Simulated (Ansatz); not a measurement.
## (AlP)3(CuBr)1 [001] superlattice, started as zinc blende: the cell at rest

Task: relax (AlP)3(CuBr)1 [001] superlattice, started as zinc blende tightly.

Method: DFT PBEsol, scalar-relativistic, plane waves, PAW, in Ansatz 0.2.0.

The structure was built from a prototype and need not be the compound's stable phase.

### Step 1. Set-up

The structure is orthorhombic, space group Pmm2 (No. 25). Conventional cell: a = 3.901 Å, b = 3.901 Å, c = 11.035 Å, α = 90.00°, β = 90.00°, γ = 90.00°. Nearest to Al lie 2 Br at 2.39 Å and 2 P at 2.39 Å. Nearest to Al lie 4 P at 2.39 Å. Al has 4 P at 2.39 Å nearest. Nearest to Br lie 2 Al at 2.39 Å and 2 Cu at 2.39 Å. Nearest to Cu lie 2 Br at 2.39 Å and 2 P at 2.39 Å. Nearest to P lie 4 Al at 2.39 Å. Farther neighbours and most contacts between anions are not listed.

### Step 2. A coarse first look

First a cheap look: the gap decides the mesh and the occupations, the pressure tells how far the cell has to move.

input.yaml

```yaml
crystal:
  lattice:
    - [2.75875, 2.75875, 0.0]
    - [-2.75875, 2.75875, 0.0]
    - [0.0, 0.0, 11.035]
  atoms:
    - { symbol: Al, position: [0.0, 0.0, 0.0] }
    - { symbol: Al, position: [0.5, 0.5, 0.25] }
    - { symbol: Al, position: [0.0, 0.0, 0.5] }
    - { symbol: Br, position: [0.0, 0.5, 0.875] }
    - { symbol: Cu, position: [0.5, 0.5, 0.75] }
    - { symbol: P, position: [0.5, 0.0, 0.125] }
    - { symbol: P, position: [0.0, 0.5, 0.375] }
    - { symbol: P, position: [0.5, 0.0, 0.625] }
kpoints:
  mp_grid: { grid: [6, 6, 2] }
hamiltonian:
  xc: pbesol
scf:
  occupations: { method: gaussian, width: 0.1 }
output:
  forces: true
  stress: true
  eigenvalues: true
```

Started as:

```bash
$ ansatz run input.yaml --threads 4 --pin off --max-ram 14336MiB --backend cpu --events-out ev --progress --plain --runs-dir out
```

Numbers of over 12 decimals in the logs are rounded to 6 here.

The log of the run:

```text
Engine: ansatz 0.2.0, x86_64-unknown-linux-gnu
Pseudopotentials: kind: paw
Pseudopotential: Al, paw, valence charge 3, recommended cutoff 420 eV (normal), Al.paw.azcp
Pseudopotential: Br, paw, valence charge 7, recommended cutoff 420 eV (normal), Br.paw.azcp
Pseudopotential: Cu, paw, valence charge 19, recommended cutoff 420 eV (normal), Cu.paw.azcp
[...]
k-point 0: bands = [... 21 lower, 4.6815, 5.7374, 5.9262, 6.3552, 6.9420, 7.4156, 7.6857, 8.4008, ... 4 higher]
  k-point 1: bands = [... 21 lower, 4.8807, 5.2344, 5.7749, 6.5885, 6.8574, 7.5165, 7.6673, 8.7098, ... 4 higher]
  k-point 2: bands = [... 21 lower, 4.6140, 5.3750, 5.9148, 6.0448, 7.1767, 7.8503, 8.7297, 8.9732, ... 4 higher]
  k-point 31: bands = [... 21 lower, 4.1386, 4.3662, 4.4213, 4.4653, 7.1360, 8.0744, 8.1056, 8.6547, ... 4 higher]
[key lines of the parts left out:]
SCF converged after 9 iterations
Free energy (F): -13121.227136 eV
Fermi energy:    6.808618 eV
P = ⅓ Tr σ = -1.0180 GPa (-10.180 kbar)
```

The job ended after 4.7 s (4 threads of Intel Xeon Platinum 8488C (Sapphire Rapids), shared host; peak memory 0.56 GiB).

This run has no spin polarisation, although Cu can carry a moment.

Numbers from this step:

* pressure: -1.018 GPa
* volume per atom: 21.00 Å³
* gap on the k-mesh: 0.04197 eV
* direct gap on mesh: 0.2689 eV

The coarse mesh shows a gap of 0.04 eV and a pressure of -1.0 GPa.

### Step 3. Rough relaxation

A rough relaxation comes first, because large forces or stress need no tight tolerances yet.

Edit input.yaml of step 2 so:

```diff
@@ -24 +24,6 @@
   eigenvalues: true
+relax:
+  adjacent_minimum: "off"
+  f_tol: 0.05
+  max_steps: 80
+  cell: { stress_tol: 0.5 }
```

The log of the run:

```text
[...]
Crystal: 8 atoms, lattice volume = 167.968 Å³
Basis set: ecut = 420 eV, 3341 PW (Γ), exchange–correlation on 54×54×150 points (8 copies of the dense FFT grid, shifted against one another)
Bands: 33, of which v1, the nominal top of the filled ones, is band 25 counted from 1 (24 counted from 0)
Symmetry: 4 space group operations
[...]
k-points: 32 of 72
[...]
- [2.747683, 2.747683, 0]
    - [-2.815211, 2.815211, 0]
    - [0, 0, 11.109472]
  atoms:
    - { symbol: Al, position: [0, 0, 0.022324] }
    - { symbol: Al, position: [0.500000, 0.5, 0.261725] }
    - { symbol: Al, position: [0, 0, 0.503370] }
    - { symbol: Br, position: [0, 0.5, 0.886733] }
    - { symbol: Cu, position: [0.500000, 0.5, 0.691191] }
    - { symbol: P, position: [0.5, 0, 0.136225] }
    - { symbol: P, position: [0, 0.5, 0.377722] }
    - { symbol: P, position: [0.5, 0, 0.620711] }
[key lines of the parts left out:]
SCF converged after 6 iterations
Free energy (F): -13121.916476 eV
Fermi energy:    6.431695 eV
P = ⅓ Tr σ = 0.0210 GPa (0.210 kbar)
```

The job ended after 27 s (4 threads; peak memory 0.59 GiB; 1.7 min of CPU time).

Step by step:

| step | energy less that of the first step (eV) | largest force component (eV/Å) | pressure (GPa) | volume (Å³) |
| --- | --- | --- | --- | --- |
| 1 | 0.0000 | 1.9454 | -1.02 | 167.97 |
| 2 | -0.3710 | 1.3578 | -0.33 | 166.26 |
| 3 | -0.5903 | 0.4872 | 0.65 | 165.70 |
| 4 | -0.6711 | 0.2607 | -0.16 | 170.67 |
| 5 | -0.6870 | 0.0745 | 0.06 | 171.37 |
| 6 | -0.6884 | 0.0186 | 0.02 | 171.87 |
| 7* | -0.6893 | 0.0188 | 0.02 | 171.87 |

Relaxation steps marked * repeat the geometry before them on a plane-wave basis chosen anew for their cell, so energy and pressure can jump there.

Forces are held to the 4 operations that the run works with; a distortion that breaks them can't arise in this run.

| conventional cell, symmetrised | before | after | change |
| --- | --- | --- | --- |
| a (Å) | 3.901 | 3.886 | -0.4 % |
| b (Å) | 3.901 | 3.981 | +2.0 % |
| c (Å) | 11.035 | 11.109 | +0.7 % |
| volume (Å³/atom) | 21.00 | 21.48 | +2.3 % |

The atoms that moved most (Å, as changes of fractional coordinates times the final cell):

| atom | dx | dy | dz | length |
| --- | --- | --- | --- | --- |
| Cu5 | 0.000 | 0.000 | -0.653 | 0.653 |
| Al1 | 0.000 | 0.000 | 0.248 | 0.248 |
| Br4 | 0.000 | 0.000 | 0.130 | 0.130 |
| Al2 | 0.000 | 0.000 | 0.130 | 0.130 |
| P6 | 0.000 | 0.000 | 0.125 | 0.125 |
| P8 | 0.000 | 0.000 | -0.048 | 0.048 |
| Al3 | 0.000 | 0.000 | 0.037 | 0.037 |
| P7 | 0.000 | 0.000 | 0.030 | 0.030 |

Numbers from this step:

```
pressure          : 0.02101 GPa
volume per atom   : 21.48 Å³
gap on the k-mesh : 0 eV
```

In this step the volume went from 21.00 to 21.48 Å³/atom.

### Step 4. Relaxation

Harmonic phonons are second derivatives at a point where the forces vanish, and they are wanted at zero stress, so atoms and cell are relaxed first.

input.yaml

```yaml
crystal:
  lattice:
    - [2.7476828796, 2.7476828796, 0.0]
    - [-2.8152111863, 2.8152111863, 0.0]
    - [0.0, 0.0, 11.1094716986]
  atoms:
    - { symbol: Al, position: [0.0, 0.0, 0.0223244015] }
    - { symbol: Al, position: [0.5, 0.5, 0.2617247766] }
    - { symbol: Al, position: [0.0, 0.0, 0.5033696706] }
    - { symbol: Br, position: [0.0, 0.5, 0.8867332322] }
    - { symbol: Cu, position: [0.5, 0.5, 0.6911907689] }
    - { symbol: P, position: [0.5, 0.0, 0.1362247533] }
    - { symbol: P, position: [0.0, 0.5, 0.377721605] }
    - { symbol: P, position: [0.5, 0.0, 0.6207107918] }
kpoints:
  mp_grid: { grid: [10, 10, 4] }
hamiltonian:
  xc: pbesol
scf:
  occupations: { method: gaussian, width: 0.1 }
output:
  forces: true
  stress: true
  eigenvalues: true
relax:
  adjacent_minimum: "off"
  f_tol: 0.005
  max_steps: 80
  cell: { stress_tol: 0.05 }
```

The log of the run:

```text
[...]
Crystal: 8 atoms, lattice volume = 171.870 Å³
Basis set: ecut = 420 eV, 3381 PW (Γ), exchange–correlation on 54×54×150 points (8 copies of the dense FFT grid, shifted against one another)
Bands: 33, of which v1, the nominal top of the filled ones, is band 25 counted from 1 (24 counted from 0)
Symmetry: 4 space group operations
[...]
k-points: 108 of 400 (time reversal used)
[...]
SCF iter   1: F=—  HF=-13121.936130 eV  |F-HF|=—  |Δ(HF+E_count)|=         —  Δρ=4.39e-3  dr2=1.60e-1  ethr=1.77e-3  ⟨swp⟩=9.3  Hψ=20717  notcnv=0
[...]
SCF iter  11: F=-13121.913440 eV  HF=-13121.913440 eV  |F-HF|=5.86e-9  |Δ(HF+E_count)|=   3.22e-9  Δρ=9.75e-7  dr2=7.95e-9  ethr=2.00e-10  ⟨swp⟩=4.0  Hψ=11134  notcnv=0
SCF 1 converged in 11 iterations: F = -13121.913440 eV  dr2 = 7.95e-9
[...]
relax step   1: F+E_penalty+E_count = -13121.91344035 eV  Δ(F+E_penalty+E_count) = +0.000e0 eV  max|allowed force component| = 6.752e-2 eV/Å  Δτ_max = 0.0000 Å  P = +0.045 GPa  Ω = 171.870 Å³  (11 SCF iters, dr2 threshold 1.00e-7 eV, accepted)
Crystal: 8 atoms, lattice volume = 172.100 Å³
Basis set: ecut = 420 eV, 3389 PW (Γ), exchange–correlation on 54×54×150 points (8 copies of the dense FFT grid, shifted against one another)
[...]
SCF iter   7: F=-13121.914539 eV  HF=-13121.914539 eV  |F-HF|=1.79e-8  |Δ(HF+E_count)|=   1.72e-8  Δρ=2.85e-6  dr2=4.55e-8  ethr=5.70e-10  ⟨swp⟩=8.2  Hψ=17354  notcnv=0
SCF 2 converged in 7 iterations: F = -13121.914539 eV  dr2 = 4.55e-8
relax step   2: F+E_penalty+E_count = -13121.91453904 eV  Δ(F+E_penalty+E_count) = -1.099e-3 eV  max|allowed force component| = 5.776e-2 eV/Å  Δτ_max = 0.0130 Å  P = +0.011 GPa  Ω = 172.100 Å³  energy of the carried Pulay correction = -4.817e-5 eV  (7 SCF iters, dr2 threshold 2.85e-7 eV, accepted)
Crystal: 8 atoms, lattice volume = 172.559 Å³
Basis set: ecut = 420 eV, 3397 PW (Γ), exchange–correlation on 54×54×150 points (8 copies of the dense FFT grid, shifted against one another)
[...]
SCF iter   8: F=-13121.915546 eV  HF=-13121.915546 eV  |F-HF|=9.69e-9  |Δ(HF+E_count)|=   3.24e-9  Δρ=3.27e-6  dr2=2.84e-8  ethr=4.17e-10  ⟨swp⟩=8.3  Hψ=17495  notcnv=0
SCF 3 converged in 8 iterations: F = -13121.915546 eV  dr2 = 2.84e-8
relax step   3: F+E_penalty+E_count = -13121.91554620 eV  Δ(F+E_penalty+E_count) = -1.007e-3 eV  max|allowed force component| = 2.312e-2 eV/Å  Δτ_max = 0.0286 Å  P = -0.032 GPa  Ω = 172.559 Å³  energy of the carried Pulay correction = -1.443e-4 eV  (8 SCF iters, dr2 threshold 2.08e-7 eV, accepted)
[...]
relax step   4: F+E_penalty+E_count = -13121.91566002 eV  Δ(F+E_penalty+E_count) = -1.138e-4 eV  max|allowed force component| = 4.675e-3 eV/Å  Δτ_max = 0.0087 Å  P = +0.011 GPa  Ω = 172.629 Å³  energy of the carried Pulay correction = -1.590e-4 eV  (8 SCF iters, dr2 threshold 3.86e-8 eV, accepted)
[...]
SCF iter   7: F=-13121.915826 eV  HF=-13121.915826 eV  |F-HF|=1.46e-11  |Δ(HF+E_count)|=   1.86e-9  Δρ=1.45e-7  dr2=5.07e-11  ethr=1.00e-12  ⟨swp⟩=9.6  Hψ=18936  notcnv=0
SCF 5 converged in 7 iterations: F = -13121.915826 eV  dr2 = 5.07e-11
relax step   5: F+E_penalty+E_count = -13121.91582615 eV  Δ(F+E_penalty+E_count) = -1.661e-4 eV  max|allowed force component| = 4.668e-3 eV/Å  Δτ_max = 0.0000 Å  P = +0.012 GPa  Ω = 172.629 Å³  stress off target by 1.78e-2 GPa  SCF on the basis re-selected at this cell (its energy is not comparable with the rows above)  (7 SCF iters)
[...]
SCF converged after 7 iterations
Free energy (F): -13121.915826 eV
[...]
Internal energy: -13121.910081 eV  (E = F + TS)
E sigma→0 (E₀):  -13121.912953 eV
Entropy (-TS):   -0.005745 eV (-0.718 meV/atom)
Fermi energy:    6.354795 eV
[...]
--- Forces (eV/Å), atoms counted from 1 ---
  atom   1  Al     0.00000000     0.00000000     0.00002781
  atom   2  Al     0.00000000     0.00000000    -0.00466680
  atom   3  Al    -0.00000000     0.00000000    -0.00043269
  atom   4  Br     0.00000000    -0.00000000     0.00259943
  atom   5  Cu     0.00000000     0.00000000     0.00134471
  atom   6  P      0.00000000     0.00000000     0.00134099
  atom   7  P     -0.00000000     0.00000000    -0.00251668
  atom   8  P      0.00000000     0.00000000     0.00231010
  max |Σ_I F_I| component: 6.87e-6 eV/Å
--- Stress (GPa, compression-positive) ---
        0.009012      -0.008780      -0.000000
       -0.008780       0.009012      -0.000000
       -0.000000       0.000000       0.017154
  P = ⅓ Tr σ = 0.0117 GPa (0.117 kbar)
--- Band table (eV; the first three rows and the last of 108) ---
  k-point 0: bands = [... 21 lower, 4.3049, 5.2749, 5.3953, 6.1350, 6.1876, 6.9116, 7.2708, 8.2600, ... 4 higher]
  k-point 1: bands = [... 21 lower, 4.3248, 5.1626, 5.2403, 6.1561, 6.2641, 6.9557, 7.2365, 8.2925, ... 4 higher]
  k-point 2: bands = [... 21 lower, 4.3885, 4.9699, 5.2025, 6.1247, 6.3413, 7.0063, 7.1925, 8.3408, ... 4 higher]
  k-point 107: bands = [... 21 lower, 4.2987, 4.4602, 4.7290, 4.7510, 6.8384, 7.6780, 7.7474, 7.9118, ... 4 higher]
--- Relaxed structure (4 steps of the walk, 4 accepted, 1 SCFs on fresh bases) ---
[...]
cell:  # Å, volume = 172.6291 Å³
    - [2.748609, 2.748609, 0]
    - [-2.828967, 2.828967, 0]
    - [0, 0, 11.100518]
  atoms:
    - { symbol: Al, position: [0, 0, 0.022856] }
    - { symbol: Al, position: [0.5, 0.5, 0.262607] }
    - { symbol: Al, position: [0, 0, 0.503675] }
    - { symbol: Br, position: [0, 0.5, 0.888137] }
    - { symbol: Cu, position: [0.5, 0.5, 0.686662] }
    - { symbol: P, position: [0.500000, 0, 0.136976] }
    - { symbol: P, position: [0, 0.5, 0.378304] }
    - { symbol: P, position: [0.500000, 0, 0.620784] }
```

Wall time 60 s (4 threads); peak memory 0.89 GiB.

The steps of the relaxation:

| step | energy less that of the first step (eV) | largest force component (eV/Å) | pressure (GPa) | volume (Å³) |
| --- | --- | --- | --- | --- |
| 1 | 0.0000 | 0.0675 | 0.05 | 171.87 |
| 2 | -0.0011 | 0.0578 | 0.01 | 172.10 |
| 3 | -0.0021 | 0.0231 | -0.03 | 172.56 |
| 4 | -0.0022 | 0.0047 | 0.01 | 172.63 |
| 5* | -0.0024 | 0.0047 | 0.01 | 172.63 |

Relaxation steps marked * repeat the geometry before them on a plane-wave basis chosen anew for their cell, so energy and pressure can jump there.

The run keeps the 4 symmetry operations that it works with, so distortions that break them were not tested.

| conventional cell, symmetrised | before | after | change |
| --- | --- | --- | --- |
| a (Å) | 3.886 | 3.887 | +0.0 % |
| b (Å) | 3.981 | 4.001 | +0.5 % |
| c (Å) | 11.109 | 11.101 | -0.1 % |
| volume (Å³/atom) | 21.48 | 21.58 | +0.4 % |

The atoms that moved most (Å, as changes of fractional coordinates times the final cell):

| atom | dx | dy | dz | length |
| --- | --- | --- | --- | --- |
| Cu5 | 0.000 | 0.000 | -0.050 | 0.050 |
| Br4 | 0.000 | 0.000 | 0.016 | 0.016 |
| Al2 | 0.000 | 0.000 | 0.010 | 0.010 |
| P6 | 0.000 | 0.000 | 0.008 | 0.008 |
| P7 | 0.000 | 0.000 | 0.006 | 0.006 |
| Al1 | 0.000 | 0.000 | 0.006 | 0.006 |

Numbers from this step:

* pressure: 0.01173 GPa
* volume per atom: 21.58 Å³

In this step the volume went from 21.48 to 21.58 Å³/atom.

(Continued in part 2 of 2.)

[Logs are printed without paths, hosts, clocks, repeated set-up lines and the standing remarks that a program may print on its own settings, such as how far it seeks lower states.]

[Hosts, paths, dates, database ids (printed as entryN), source tags and the programs' standing remarks are cut or masked in the printed files.]
